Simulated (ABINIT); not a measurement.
# Germanium (Fd-3m): from the cell to the phonon bands

How does Germanium (Fd-3m) vibrate, and is this structure a minimum?

Method: DFT LDA, scalar-relativistic, plane waves, HGH norm-conserving pseudopotentials, in ABINIT 10.8.3.

## Step 1: The structure

Symmetry: Fd-3m, No. 227, cubic system. The conventional cell has a = 5.658 Å, b = 5.658 Å, c = 5.658 Å, α = 90.00°, β = 90.00°, γ = 90.00°. Nearest to Ge lie 4 Ge at 2.45 Å.

## Step 2: A first look

A first run with smearing and empty bands tells whether the crystal has a gap, which decides between fixed occupations and smearing later on.

probe.abi reads:

```
# ground state
tolvrs 1.0d-08
prtden 1
prtwf 1
prtpot 1

# basis, mesh and filling
ecut 20.0
ixc 7
ngkpt 6 6 6
nshiftk 1
shiftk 0.0 0.0 0.0
istwfk *1
occopt 7
tsmear 0.005
nband 9
nstep 100
diemac 9.0
prtebands 0
prtgsr 0
useylm 1

# cell and atoms
acell 3*1.0 Angstrom
rprim 
    -2.82891 0.0 2.82891
    0.0 2.82891 2.82891
    -2.82891 2.82891 0.0
ntypat 1
znucl 32
natom 2
typat 1 1
xred 
    0.5 0.5 0.5
    0.25 0.25 0.25
pp_dirpath "./pseudo"
pseudos "Ge.hgh"
```

Started as:

```
$ OMP_NUM_THREADS=1 mpirun -n 16 abinit probe.abi > probe.log
```

Numbers of over 12 decimals in the logs are rounded to 6 here.

probe.abo, the main output file:

```text
[banners, grids, parts of the stress and lines that vanish by symmetry left out]
- input  file    -> probe.abi
- output file    -> probe.abo
- root for input  files -> probei
[...]
Symmetries : space group Fd -3 m (#227); Bravais cF (face-center cubic)
[...]
mpw =        1315          nfft =       32768          nkpt =          16
[...]
== DATASET  1 ==================================================================
[...]
cutoff_energies: {ecut:  20.0, pawecutdg:  -1.0, }
[...]
Exchange-correlation functional for the present dataset will be:
  LDA: Perdew-Wang 92 LSD fit to Ceperley-Alder data - ixc=7
[...]
ETOT  1  -7.984758    -7.985E+00 1.286E-02 6.576E+00
 ETOT  2  -7.990278    -5.520E-03 1.080E-03 1.668E-01
 ETOT  3  -7.990295    -1.643E-05 2.475E-04 6.572E-03
 ETOT  4  -7.990295    -6.937E-07 3.273E-05 2.641E-05
 ETOT  5  -7.990295    -2.125E-09 1.541E-05 5.356E-08
 ETOT  6  -7.990295    -3.787E-12 1.977E-06 2.957E-10
 At SCF step    6       vres2   =  2.96E-10 < tolvrs=  1.00E-08 =>converged.
[...]
sigma(1 1)=  9.79202387E-05  sigma(3 2)=  0.00000000E+00
  sigma(2 2)=  9.79202387E-05  sigma(3 1)=  0.00000000E+00
  sigma(3 3)=  9.79202387E-05  sigma(2 1)=  0.00000000E+00
[...]
convergence: {deltae: -3.787E-12, res2:  2.957E-10, residm:  1.977E-06, diffor: null, }
etotal    :  -7.99029532E+00
[...]
sigma(1 1)=  9.79202387E-05  sigma(3 2)=  0.00000000E+00
  sigma(2 2)=  9.79202387E-05  sigma(3 1)=  0.00000000E+00
  sigma(3 3)=  9.79202387E-05  sigma(2 1)=  0.00000000E+00
[...]
- sigma(1 1)=  2.88091288E+00  sigma(3 2)=  0.00000000E+00
- sigma(2 2)=  2.88091288E+00  sigma(3 1)=  0.00000000E+00
- sigma(3 3)=  2.88091288E+00  sigma(2 1)=  0.00000000E+00
[...]
fcart     -0.0000000000E+00 -0.0000000000E+00 -0.0000000000E+00
           strten      9.7920238666E-05  9.7920238666E-05  9.7920238666E-05
================================================================================

[key lines of the parts left out:]
pressure_GPa:  -2.8809E+00
```

Elapsed: 0.9 s, on 16 MPI ranks of Arm Neoverse V2, shared host; 12 s of CPU time.

Read from the output:

- volume per atom: 22.64 Å³
- pressure: -2.881 GPa
- gap on the k-mesh: 0 eV

No gap opens on this mesh, so smearing is kept; the printed pressure holds the stress of the finite basis too.

## Step 3: Relaxation

The harmonic expansion needs vanishing forces, and a free crystal bears no stress, so cell and atoms are brought to rest. Stress is more sensitive to the basis than forces are: the last 3 Ha under the cutoff are smoothed with ecutsm, and the cutoff is raised above that of the later runs.

relax.abi reads:

```
# relaxation
ionmov 2
optcell 2
dilatmx 1.08
ntime 40
tolmxf 1.0d-05
tolvrs 1.0d-14
prtwf 0
prtden 0
chksymtnons 0

# basis, mesh and filling
ecut 26.0
ecutsm 3.0
ixc 7
ngkpt 12 12 12
nshiftk 1
shiftk 0.0 0.0 0.0
istwfk *1
occopt 7
tsmear 0.01
nband 9
nstep 100
diemac 1000000.0
prtebands 0
prtgsr 0
useylm 1

# cell and atoms
acell 3*1.0 Angstrom
rprim 
    -2.82891 0.0 2.82891
    0.0 2.82891 2.82891
    -2.82891 2.82891 0.0
ntypat 1
znucl 32
natom 2
typat 1 1
xred 
    0.5 0.5 0.5
    0.25 0.25 0.25
pp_dirpath "./pseudo"
pseudos "Ge.hgh"
```

Started as:

```
$ OMP_NUM_THREADS=1 mpirun -n 16 abinit relax.abi > relax.log
```

relax.abo, the main output file:

```text
[banners, grids, parts of the stress and lines that vanish by symmetry left out]
- input  file    -> relax.abi
- output file    -> relax.abo
- root for input  files -> relaxi
[...]
Symmetries : space group Fd -3 m (#227); Bravais cF (face-center cubic)
[...]
mpw =        2468          nfft =       64000          nkpt =          72
[...]
== DATASET  1 ==================================================================
[...]
cutoff_energies: {ecut:  26.0, pawecutdg:  -1.0, }
[...]
Exchange-correlation functional for the present dataset will be:
  LDA: Perdew-Wang 92 LSD fit to Ceperley-Alder data - ixc=7
[...]
ETOT  1  -7.986281    -7.986E+00 1.465E-02 1.281E+01
 ETOT  2  -7.992467    -6.186E-03 1.596E-03 3.947E-01
 ETOT  3  -7.992487    -1.974E-05 1.601E-04 2.318E-02
 ETOT  4  -7.992488    -1.334E-06 2.337E-04 1.254E-04
 ETOT  5  -7.992488    -6.388E-09 2.882E-05 1.627E-07
[...]
At SCF step    9       vres2   =  1.42E-16 < tolvrs=  1.00E-14 =>converged.
[...]
sigma(1 1)=  9.13164229E-05  sigma(3 2)=  0.00000000E+00
  sigma(2 2)=  9.13164229E-05  sigma(3 1)=  0.00000000E+00
  sigma(3 3)=  9.13164229E-05  sigma(2 1)=  0.00000000E+00
[...]
convergence: {deltae:  1.394E-13, res2:  1.425E-16, residm:  1.091E-06, diffor: null, }
etotal    :  -7.99248821E+00
[...]
ETOT  1  -7.992689    -7.993E+00 3.484E-01 8.377E-02
[...]
At SCF step    7       vres2   =  2.73E-15 < tolvrs=  1.00E-14 =>converged.
[...]
sigma(1 1)=  7.44348020E-05  sigma(3 2)=  0.00000000E+00
  sigma(2 2)=  7.44348020E-05  sigma(3 1)=  0.00000000E+00
  sigma(3 3)=  7.44348020E-05  sigma(2 1)=  0.00000000E+00
[...]
convergence: {deltae:  9.059E-14, res2:  2.727E-15, residm:  7.061E-10, diffor: null, }
etotal    :  -7.99269593E+00
[...]
ETOT  1  -7.992945    -7.993E+00 1.429E-02 1.458E+00
[...]
At SCF step    8       vres2   =  1.34E-16 < tolvrs=  1.00E-14 =>converged.
[...]
sigma(1 1)= -5.49278151E-06  sigma(3 2)=  0.00000000E+00
  sigma(2 2)= -5.49278151E-06  sigma(3 1)=  0.00000000E+00
  sigma(3 3)= -5.49278151E-06  sigma(2 1)=  0.00000000E+00
[...]
convergence: {deltae:  1.599E-14, res2:  1.339E-16, residm:  2.694E-09, diffor: null, }
etotal    :  -7.99306955E+00
[...]
ETOT  1  -7.993071    -7.993E+00 6.670E-08 6.553E-03
[...]
At SCF step    7       vres2   =  1.54E-16 < tolvrs=  1.00E-14 =>converged.
[...]
sigma(1 1)=  2.96497102E-07  sigma(3 2)=  0.00000000E+00
  sigma(2 2)=  2.96497102E-07  sigma(3 1)=  0.00000000E+00
  sigma(3 3)=  2.96497102E-07  sigma(2 1)=  0.00000000E+00
[...]
convergence: {deltae: -1.270E-13, res2:  1.537E-16, residm:  3.951E-11, diffor: null, }
etotal    :  -7.99307133E+00
[...]
ETOT  1  -7.993071    -7.993E+00 6.491E-09 1.725E-05
[...]
ETOT  5  -7.993071    -1.972E-13 8.250E-13 3.404E-14
 ETOT  6  -7.993071     2.114E-13 2.951E-13 2.824E-16
 At SCF step    6       vres2   =  2.82E-16 < tolvrs=  1.00E-14 =>converged.
[...]
sigma(1 1)=  1.07085426E-09  sigma(3 2)=  0.00000000E+00
  sigma(2 2)=  1.07085426E-09  sigma(3 1)=  0.00000000E+00
  sigma(3 3)=  1.07085426E-09  sigma(2 1)=  0.00000000E+00
[...]
convergence: {deltae:  2.114E-13, res2:  2.824E-16, residm:  2.951E-13, diffor: null, }
etotal    :  -7.99307133E+00
[...]
At Broyd/MD step   5, gradients are converged :
[...]
sigma(1 1)=  1.07085426E-09  sigma(3 2)=  0.00000000E+00
  sigma(2 2)=  1.07085426E-09  sigma(3 1)=  0.00000000E+00
  sigma(3 3)=  1.07085426E-09  sigma(2 1)=  0.00000000E+00
[...]
- sigma(1 1)=  3.15056200E-05  sigma(3 2)=  0.00000000E+00
- sigma(2 2)=  3.15056200E-05  sigma(3 1)=  0.00000000E+00
- sigma(3 3)=  3.15056200E-05  sigma(2 1)=  0.00000000E+00
[...]
fcart     -0.0000000000E+00 -0.0000000000E+00 -0.0000000000E+00
           strten      1.0708542583E-09  1.0708542586E-09  1.0708542586E-09
================================================================================

[key lines of the parts left out:]
pressure_GPa:  -3.1506E-05
Total energy (etotal) [Ha]= -7.99307133411933E+00
```

Run time: 12 s. Hardware: 16 MPI ranks.

The steps of the relaxation:

| step | energy less that of the first step (eV) | largest force (eV/Å) | volume (Å³) |
| --- | --- | --- | --- |
| 1 | 0.0000 | 0.0000 | 45.28 |
| 2 | -0.0057 | 0.0000 | 44.91 |
| 3 | -0.0158 | 0.0000 | 43.36 |
| 4 | -0.0159 | 0.0000 | 43.46 |
| 5 | -0.0159 | 0.0000 | 43.46 |

| conventional cell, symmetrised | before | after | change |
| --- | --- | --- | --- |
| a (Å) | 5.658 | 5.581 | -1.4 % |
| b (Å) | 5.658 | 5.581 | -1.4 % |
| c (Å) | 5.658 | 5.581 | -1.4 % |
| volume (Å³/atom) | 22.64 | 21.73 | -4.0 % |

Final coordinates:

```
Ge
1.0
    -2.79052    0.00000    2.79052
     0.00000    2.79052    2.79052
    -2.79052    2.79052    0.00000
Ge
2
Direct
  0.50000 0.50000 0.50000
  0.25000 0.25000 0.25000
```

Read from the output:

```yaml
volume_per_atom: 21.73 Å³
pressure: -3.15e-5 GPa
gap_on_the_k_mesh: 0.2675 eV
```

The volume changes by -4.0 % in this run and stands -4.0 % from the first cell.

## Step 4: Self-consistent run for the response

The response is built on these wavefunctions, so the potential is converged far more tightly than an energy would need. Smearing stays on, as the first look found no gap above 0.3 eV.

gs.abi reads:

```
# ground state
tolvrs 1.0d-16
prtden 1
prtwf 1
prtpot 1

# basis, mesh and filling
ecut 20.0
ixc 7
ngkpt 12 12 12
nshiftk 1
shiftk 0.0 0.0 0.0
istwfk *1
occopt 7
tsmear 0.01
nband 9
nstep 100
diemac 1000000.0
prtebands 0
prtgsr 0
useylm 1

# cell and atoms
acell 3*1.0 Angstrom
rprim 
    -2.790515786 0.0 2.790515786
    0.0 2.790515786 2.790515786
    -2.790515786 2.790515786 0.0
ntypat 1
znucl 32
natom 2
typat 1 1
xred 
    0.5 0.5 0.5
    0.25 0.25 0.25
pp_dirpath "./pseudo"
pseudos "Ge.hgh"
```

Started as:

```
$ OMP_NUM_THREADS=1 mpirun -n 16 abinit gs.abi > gs.log
```

gs.abo, the main output file:

```text
[banners, grids, parts of the stress and lines that vanish by symmetry left out]
- input  file    -> gs.abi
- output file    -> gs.abo
- root for input  files -> gsi
[...]
Symmetries : space group Fd -3 m (#227); Bravais cF (face-center cubic)
[...]
mpw =        1283          nfft =       27000          nkpt =          72
[...]
== DATASET  1 ==================================================================
[...]
cutoff_energies: {ecut:  20.0, pawecutdg:  -1.0, }
[...]
Exchange-correlation functional for the present dataset will be:
  LDA: Perdew-Wang 92 LSD fit to Ceperley-Alder data - ixc=7
[...]
ETOT  1  -7.986159    -7.986E+00 1.612E-02 5.524E+00
 ETOT  2  -7.992542    -6.383E-03 2.280E-03 1.822E-01
 ETOT  3  -7.992564    -2.224E-05 1.619E-04 9.603E-03
 ETOT  4  -7.992566    -1.313E-06 2.297E-04 5.613E-05
 ETOT  5  -7.992566    -6.579E-09 1.504E-04 7.151E-08
 ETOT  6  -7.992566    -7.423E-12 1.632E-04 7.505E-10
 ETOT  7  -7.992566    -1.572E-13 6.573E-05 1.394E-12
 ETOT  8  -7.992566     1.776E-14 6.138E-05 7.318E-15
 ETOT  9  -7.992566     5.240E-14 2.019E-05 5.667E-17
 At SCF step    9       vres2   =  5.67E-17 < tolvrs=  1.00E-16 =>converged.
[...]
sigma(1 1)=  8.05435074E-06  sigma(3 2)=  0.00000000E+00
  sigma(2 2)=  8.05435074E-06  sigma(3 1)=  0.00000000E+00
  sigma(3 3)=  8.05435074E-06  sigma(2 1)=  0.00000000E+00
[...]
convergence: {deltae:  5.240E-14, res2:  5.667E-17, residm:  2.019E-05, diffor: null, }
etotal    :  -7.99256566E+00
[...]
sigma(1 1)=  8.05435074E-06  sigma(3 2)=  0.00000000E+00
  sigma(2 2)=  8.05435074E-06  sigma(3 1)=  0.00000000E+00
  sigma(3 3)=  8.05435074E-06  sigma(2 1)=  0.00000000E+00
[...]
- sigma(1 1)=  2.36967180E-01  sigma(3 2)=  0.00000000E+00
- sigma(2 2)=  2.36967180E-01  sigma(3 1)=  0.00000000E+00
- sigma(3 3)=  2.36967180E-01  sigma(2 1)=  0.00000000E+00
[...]
fcart     -0.0000000000E+00 -0.0000000000E+00 -0.0000000000E+00
           strten      8.0543507405E-06  8.0543507405E-06  8.0543507405E-06
================================================================================

[key lines of the parts left out:]
pressure_GPa:  -2.3697E-01
```

The job ended after 2 s (16 MPI ranks).

This step gave:

```yaml
pressure: -0.2370 GPa
gap_on_the_k_mesh: 0.2708 eV
```

The cell stands at -0.24 GPa: the relaxation ran with a smoothed and higher cutoff, and the difference is a stress of the finite basis.

(Part 1 of 3 ends here.)

[Host names and launcher messages were left out of these logs when they were recorded.]

[Logs are printed without paths, hosts, clocks, repeated set-up lines and the standing remarks that a program may print on its own settings, such as how far it seeks lower states.]

[Hosts, paths, dates, database ids (printed as entryN), source tags and the programs' standing remarks are cut or masked in the printed files.]
